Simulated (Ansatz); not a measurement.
## Preparing SnO2 (P4_2/mnm) as a host crystal

Aim: the runs on the perfect crystal SnO2 (P4_2/mnm) that a defect calculation needs first.

Program: Ansatz 0.2.0. Level of theory: plane-wave PAW DFT, r2SCAN; single point of the host's primitive cell on a dense mesh; PAW set soft_1, in the first sound run; inputs show where later runs differ. Results are calculated unless marked as measured.

## 1. The structure

It takes space group P4_2/mnm (No. 136, tetragonal). The conventional cell has a = 4.758 Å, b = 4.758 Å, c = 3.201 Å, α = 90.00°, β = 90.00°, γ = 90.00°. Nearest to Sn lie 6 O at 2.06 to 2.07 Å. Nearest to O lie 3 Sn at 2.06 to 2.07 Å. Farther neighbours and most contacts between anions are not listed.

## 2. Primitive cell on a dense mesh

A dense mesh gives the host's converged energy, against which the supercell's sampling is tested.

File dense/input.yaml:

```yaml
crystal:
  lattice:
    - [4.7577515366, 0.0, 0.0]
    - [0.0, 4.7577515366, 0.0]
    - [0.0, 0.0, 3.2006814648]
  atoms:
    - { symbol: Sn, position: [0.5, 0.5, 0.5] }
    - { symbol: Sn, position: [0.0, 0.0, 0.0] }
    - { symbol: O, position: [0.1940572332, 0.8059427668, 0.5] }
    - { symbol: O, position: [0.8059427668, 0.1940572332, 0.5] }
    - { symbol: O, position: [0.3059427668, 0.3059427668, 0.0] }
    - { symbol: O, position: [0.6940572332, 0.6940572332, 0.0] }
basis:
  ecutwfc: 500
  xc_grid: 2
hamiltonian:
  xc: r2scan
  pseudopotentials: { kind: paw, azcp: { folder: soft_1 } }
kpoints:
  mp_grid: { grid: [6, 6, 9] }
scf:
  occupations: { method: fermi_dirac, width: 0.01 }
  max_iter: 80
```

Command:

```
> ansatz run input.yaml --threads 4 --pin off --max-ram 15073MiB --backend cpu --events-out ev --progress --plain --runs-dir out
```

Numbers of over 12 decimals in the logs are rounded to 6 here.

What it wrote:

```text
Engine: ansatz 0.2.0, aarch64-unknown-linux-gnu
Pseudopotentials: kind: paw
Pseudopotential: Sn, paw, valence charge 14, recommended cutoff 500 eV (meta_gga), soft_1/Sn.paw.azcp
Pseudopotential: O, paw, valence charge 6, recommended cutoff 500 eV (meta_gga), soft_1/O.paw.azcp
Functional definition: r2SCAN
  parameter k0 = 0.174
  parameter k1 = 0.065
  parameter a1 = 4.9479
  exchange = r2scan_x(k0 = k0, k1 = k1, a1 = a1)
  correlation = r2scan_c
Crystal: 6 atoms, lattice volume = 72.451 Å³
Basis set: ecut = 500 eV, 1867 PW (Γ), exchange–correlation on 72×72×48 points (8 copies of the dense FFT grid, shifted against one another)
Bands: 32, of which v1, the nominal top of the filled ones, is band 26 counted from 1 (25 counted from 0)
Symmetry: 16 space group operations
Space group: P42/mnm (ITA 136), of the structure as read, at distance tolerance 4.2e-5 Å
k-points: 50 of 324
Non-local potential: Sn, projectors of the file, l = 0: 2, l = 1: 2, l = 2: 2, l = 3: 1
Non-local potential: O, projectors of the file, l = 0: 2, l = 1: 2, l = 2: 1
PAW form: soft (Blöchl's): semilocal exchange-correlation on the pseudo side does not see the compensation charge
PAW frozen core: Sn, regenerated for the run's functional (the file was generated under x = pbe(κ = 0.804, μ = 0.219515), c = pbe(β = 0.066725))
PAW frozen core: O, regenerated for the run's functional (the file was generated under x = pbe(κ = 0.804, μ = 0.219515), c = pbe(β = 0.066725))
PAW one-centre angular grid: Sn, 590 points (default); XC on 160 Gauss nodes
PAW one-centre angular grid: O, 302 points (default); XC on 160 Gauss nodes
Initial density: superposition of atomic densities (chi_scale 0.1, normalization cell, long waves kept (reshape's long-wave potential 0.00 eV rms))
Initial wavefunctions: pseudopotential atomic-orbital guess
Functional: x = r2scan, c = r2scan; τ floored in thin density (d = 2e-4 eV/Å³)
SCF iter   1: F=—  HF=-14352.796246 eV  |F-HF|=—  |Δ(HF+E_count)|=         —  Δρ=8.33e-2  dr2=4.00e0  dr2_τ=5.13e-1  ethr=3.10e-3  ⟨swp⟩=6.1  Hψ=7373  notcnv=0
preconditioner: auto → Resta (q_TF=auto, 2.582 Å⁻¹)  ε∞=3.2  [insulator: Δε(μ)=2.000 eV  Ē_g=21.125 eV  σ=0.010 eV  W_gap=1.00  n_scr=18 (ndim 8)  ℏωp=31.5 eV  f_vac=0.000  D(μ)=0.00/eV (n_scr^D=0)  ε∞_Penn≈3.2]
SCF iter   2: F=—  HF=-14352.423499 eV  |F-HF|=—  |Δ(HF+E_count)|=   3.73e-1  Δρ=4.08e-2  dr2=6.40e-1  dr2_τ=6.60e-2  ethr=3.10e-3  ⟨swp⟩=2.0  Hψ=3005  notcnv=0  defer=88
SCF iter   3: F=—  HF=-14352.557127 eV  |F-HF|=—  |Δ(HF+E_count)|=   1.34e-1  Δρ=1.35e-2  dr2=1.03e-1  dr2_τ=7.75e-3  ethr=1.23e-3  ⟨swp⟩=3.1  Hψ=2809  notcnv=0  defer=38
automatic band count: iteration 3 solves 31 bands in place of 32: the levels show a gap, and the empty bands left out lie too high to hold charge; the band table lists the bands solved (type scf.n_extra_bands for more)
SCF iter   4: F=—  HF=-14352.566054 eV  |F-HF|=—  |Δ(HF+E_count)|=   8.93e-3  Δρ=2.49e-3  dr2=2.24e-3  dr2_τ=3.72e-4  ethr=1.99e-4  ⟨swp⟩=2.2  Hψ=2334  notcnv=0  defer=38
SCF iter   5: F=—  HF=-14352.567323 eV  |F-HF|=—  |Δ(HF+E_count)|=   1.27e-3  Δρ=6.19e-4  dr2=1.52e-4  dr2_τ=1.66e-5  ethr=4.31e-6  ⟨swp⟩=2.0  Hψ=2290  notcnv=0  defer=38
SCF iter   6: F=—  HF=-14352.567420 eV  |F-HF|=—  |Δ(HF+E_count)|=   9.75e-5  Δρ=1.10e-4  dr2=6.09e-6  dr2_τ=7.07e-7  ethr=2.92e-7  ⟨swp⟩=2.1  Hψ=2420  notcnv=0  defer=38
SCF iter   7: F=—  HF=-14352.567425 eV  |F-HF|=—  |Δ(HF+E_count)|=   5.04e-6  Δρ=9.10e-6  dr2=4.81e-8  dr2_τ=3.28e-9  ethr=1.92e-10  ⟨swp⟩=2.3  Hψ=5294  notcnv=0
SCF iter   8: F=-14352.567425 eV  HF=-14352.567425 eV  |F-HF|=5.09e-10  |Δ(HF+E_count)|=   2.84e-8  Δρ=1.73e-6  dr2=2.04e-9  dr2_τ=1.23e-10  ethr=9.25e-11  ⟨swp⟩=1.0  Hψ=4196  notcnv=0
SCF 1 converged in 8 iterations: F = -14352.567425 eV  dr2 = 2.04e-9
  greatest PAW one-centre occupation: 0.995 electrons in one spin orbital (limit 2), on the Sn atom at site 1 (counted from 0), in its partial waves of l = 2
SCF converged after 8 iterations
Free energy (F): -14352.567425 eV
Harris-Foulkes:  -14352.567425 eV  (|F-HF|=5.09e-10)
Internal energy: -14352.567425 eV  (E = F + TS)
E sigma→0 (E₀):  -14352.567425 eV
Fermi energy:    9.831411 eV
--- Per-component energies (eV) ---
  E_band       = -161.230973
  E_kinetic    = 1021.277798
  E_local      = -3187.884977  (includes V_loc(G=0)·N_el)
  E_nonlocal   = 497.905828
  E_hartree    = 1454.875473
  E_xc         = -512.835876
  E_vxc        = -575.786645  (∫ρ·V_xc dr)
  E_paw        = -9460.289668  (= ΣΔE_a)
  E_vpaw       = -862.593354  (= ΣTr[D̂ρ^β])
  E_aug_tail   = 0.001225  (compensation charges beyond the density's cutoff)
  E_vtau       = 36.098586  (kinetic-family band-sum trace: ∫τ·v_τ [+ j·A + Jᵃ·Aᵃ] dr)
  E_ewald      = -4166.960106
  E_core_change = 1.342878  (= ΣΔE_core)
  E_smearing   = -0.000000  (= −TS)
  E_closure    = -0.000000  (closes the sum)
  Σ components = -14352.567425   (vs F -14352.567425, Δ=0.00e0)
```

Elapsed: 2.9 s, on 4 threads of Arm Neoverse V2, shared host; peak memory 0.48 GiB; 11 s of CPU time.

## 3. Self-consistent run

This step: plane-wave PAW DFT, r2SCAN; single point of the defect-free supercell, a test of its k-points; PAW set soft_1 (Ansatz 0.2.0).

System of this step: SnO2 (P4_2/mnm). The cell holds 54 atoms: 18 Sn and 36 O. Cell: a = 10.639 Å, b = 6.728 Å, c = 9.602 Å, α = 90.0°, β = 90.0°, γ = 108.4°.

File pristine.sampling/input.yaml:

```yaml
crystal:
  lattice:
    - [9.5155030731, 4.7577515366, 0.0]
    - [-4.7577515366, 4.7577515366, 0.0]
    - [0.0, 0.0, 9.6020443945]
  atoms:
    - { symbol: Sn, position: [0.0, 0.5, 0.1666666667] }
    - { symbol: Sn, position: [0.3333333333, 0.1666666667, 0.1666666667] }
    - { symbol: Sn, position: [0.6666666667, 0.8333333333, 0.1666666667] }
    - { symbol: Sn, position: [0.0, 0.0, 0.0] }
    - { symbol: Sn, position: [0.3333333333, 0.6666666667, 0.0] }
    - { symbol: Sn, position: [0.6666666667, 0.3333333333, 0.0] }
    - { symbol: O, position: [0.0, 0.8059427668, 0.1666666667] }
    - { symbol: O, position: [0.3333333333, 0.4726094335, 0.1666666667] }
    - { symbol: O, position: [0.6666666667, 0.1392761001, 0.1666666667] }
    - { symbol: O, position: [0.0, 0.1940572332, 0.1666666667] }
    - { symbol: O, position: [0.3333333333, 0.8607238999, 0.1666666667] }
    - { symbol: O, position: [0.6666666667, 0.5273905665, 0.1666666667] }
    - { symbol: O, position: [0.2039618445, 0.1019809223, 0.0] }
    - { symbol: O, position: [0.5372951779, 0.7686475889, 0.0] }
    - { symbol: O, position: [0.8706285112, 0.4353142556, 0.0] }
    - { symbol: O, position: [0.1293714888, 0.5646857444, 0.0] }
    - { symbol: O, position: [0.4627048221, 0.2313524111, 0.0] }
    - { symbol: O, position: [0.7960381555, 0.8980190777, 0.0] }
    - { symbol: Sn, position: [0.0, 0.5, 0.5] }
    - { symbol: Sn, position: [0.3333333333, 0.1666666667, 0.5] }
    - { symbol: Sn, position: [0.6666666667, 0.8333333333, 0.5] }
    - { symbol: Sn, position: [0.0, 0.0, 0.3333333333] }
    - { symbol: Sn, position: [0.3333333333, 0.6666666667, 0.3333333333] }
    - { symbol: Sn, position: [0.6666666667, 0.3333333333, 0.3333333333] }
    - { symbol: O, position: [0.0, 0.8059427668, 0.5] }
    - { symbol: O, position: [0.3333333333, 0.4726094335, 0.5] }
    - { symbol: O, position: [0.6666666667, 0.1392761001, 0.5] }
    - { symbol: O, position: [0.0, 0.1940572332, 0.5] }
    - { symbol: O, position: [0.3333333333, 0.8607238999, 0.5] }
    - { symbol: O, position: [0.6666666667, 0.5273905665, 0.5] }
    - { symbol: O, position: [0.2039618445, 0.1019809223, 0.3333333333] }
    - { symbol: O, position: [0.5372951779, 0.7686475889, 0.3333333333] }
    - { symbol: O, position: [0.8706285112, 0.4353142556, 0.3333333333] }
    - { symbol: O, position: [0.1293714888, 0.5646857444, 0.3333333333] }
    - { symbol: O, position: [0.4627048221, 0.2313524111, 0.3333333333] }
    - { symbol: O, position: [0.7960381555, 0.8980190777, 0.3333333333] }
    - { symbol: Sn, position: [0.0, 0.5, 0.8333333333] }
    - { symbol: Sn, position: [0.3333333333, 0.1666666667, 0.8333333333] }
    - { symbol: Sn, position: [0.6666666667, 0.8333333333, 0.8333333333] }
    - { symbol: Sn, position: [0.0, 0.0, 0.6666666667] }
    - { symbol: Sn, position: [0.3333333333, 0.6666666667, 0.6666666667] }
    - { symbol: Sn, position: [0.6666666667, 0.3333333333, 0.6666666667] }
    - { symbol: O, position: [0.0, 0.8059427668, 0.8333333333] }
    - { symbol: O, position: [0.3333333333, 0.4726094335, 0.8333333333] }
    - { symbol: O, position: [0.6666666667, 0.1392761001, 0.8333333333] }
    - { symbol: O, position: [0.0, 0.1940572332, 0.8333333333] }
    - { symbol: O, position: [0.3333333333, 0.8607238999, 0.8333333333] }
    - { symbol: O, position: [0.6666666667, 0.5273905665, 0.8333333333] }
    - { symbol: O, position: [0.2039618445, 0.1019809223, 0.6666666667] }
    - { symbol: O, position: [0.5372951779, 0.7686475889, 0.6666666667] }
    - { symbol: O, position: [0.8706285112, 0.4353142556, 0.6666666667] }
    - { symbol: O, position: [0.1293714888, 0.5646857444, 0.6666666667] }
    - { symbol: O, position: [0.4627048221, 0.2313524111, 0.6666666667] }
    - { symbol: O, position: [0.7960381555, 0.8980190777, 0.6666666667] }
basis:
  ecutwfc: 500
  xc_grid: 2
hamiltonian:
  xc: r2scan
  pseudopotentials: { kind: paw, azcp: { folder: soft_1 } }
kpoints:
  mp_grid: { grid: [1, 1, 1], shift: [0.25, 0.25, 0.25] }
scf:
  occupations: { method: fermi_dirac, width: 0.01 }
  max_iter: 80
```

What it wrote:

```text
[...]
Crystal: 54 atoms, lattice volume = 652.061 Å³
Basis set: ecut = 500 eV, 16551 PW (Γ), exchange–correlation on 160×100×144 points (8 copies of the dense FFT grid, shifted against one another)
Bands: 288, of which v1, the nominal top of the filled ones, is band 234 counted from 1 (233 counted from 0)
Symmetry: 18 space group operations
k-points: 1
[...]
SCF iter   1: F=—  HF=-129175.198153 eV  |F-HF|=—  |Δ(HF+E_count)|=         —  Δρ=8.32e-2  dr2=3.60e1  dr2_τ=4.62e0  ethr=3.10e-3  ⟨swp⟩=5.0  Hψ=1020  notcnv=0  defer=35
[...]
SCF iter   8: F=-129173.155866 eV  HF=-129173.155866 eV  |F-HF|=1.04e-7  |Δ(HF+E_count)|=   1.71e-6  Δρ=8.62e-6  dr2=3.00e-7  dr2_τ=3.18e-8  ethr=1.39e-10  ⟨swp⟩=2.0  Hψ=813  notcnv=0
SCF 1 converged in 8 iterations: F = -129173.155866 eV  dr2 = 3.00e-7
[...]
SCF converged after 8 iterations
Free energy (F): -129173.155866 eV
[...]
Internal energy: -129173.155866 eV  (E = F + TS)
E sigma→0 (E₀):  -129173.155866 eV
Fermi energy:    10.455725 eV
[...]
```

Elapsed: 6 s, on 4 threads; peak memory 1.6 GiB; 22 s of CPU time.

Numbers from this step:

```
energy over dense mesh : -9.08e-4 eV/atom
```

(Continued in part 2 of 3.)

[Logs are printed without paths, hosts, clocks, repeated set-up lines and the standing remarks that a program may print on its own settings, such as how far it seeks lower states.]

[Hosts, paths, dates, database ids (printed as entryN), source tags and the programs' standing remarks are cut or masked in the printed files.]

[Runs of the host that timed out are not shown.]

[For some hosts the program warned that the k-mesh of the response run may be too coarse for force constants and the static dielectric constant; such warnings are not always shown.]

[The program warned that the k-mesh of a response run behind this text may be too coarse: force constants, and the static dielectric constant and all else formed from them, are not shown converged.]
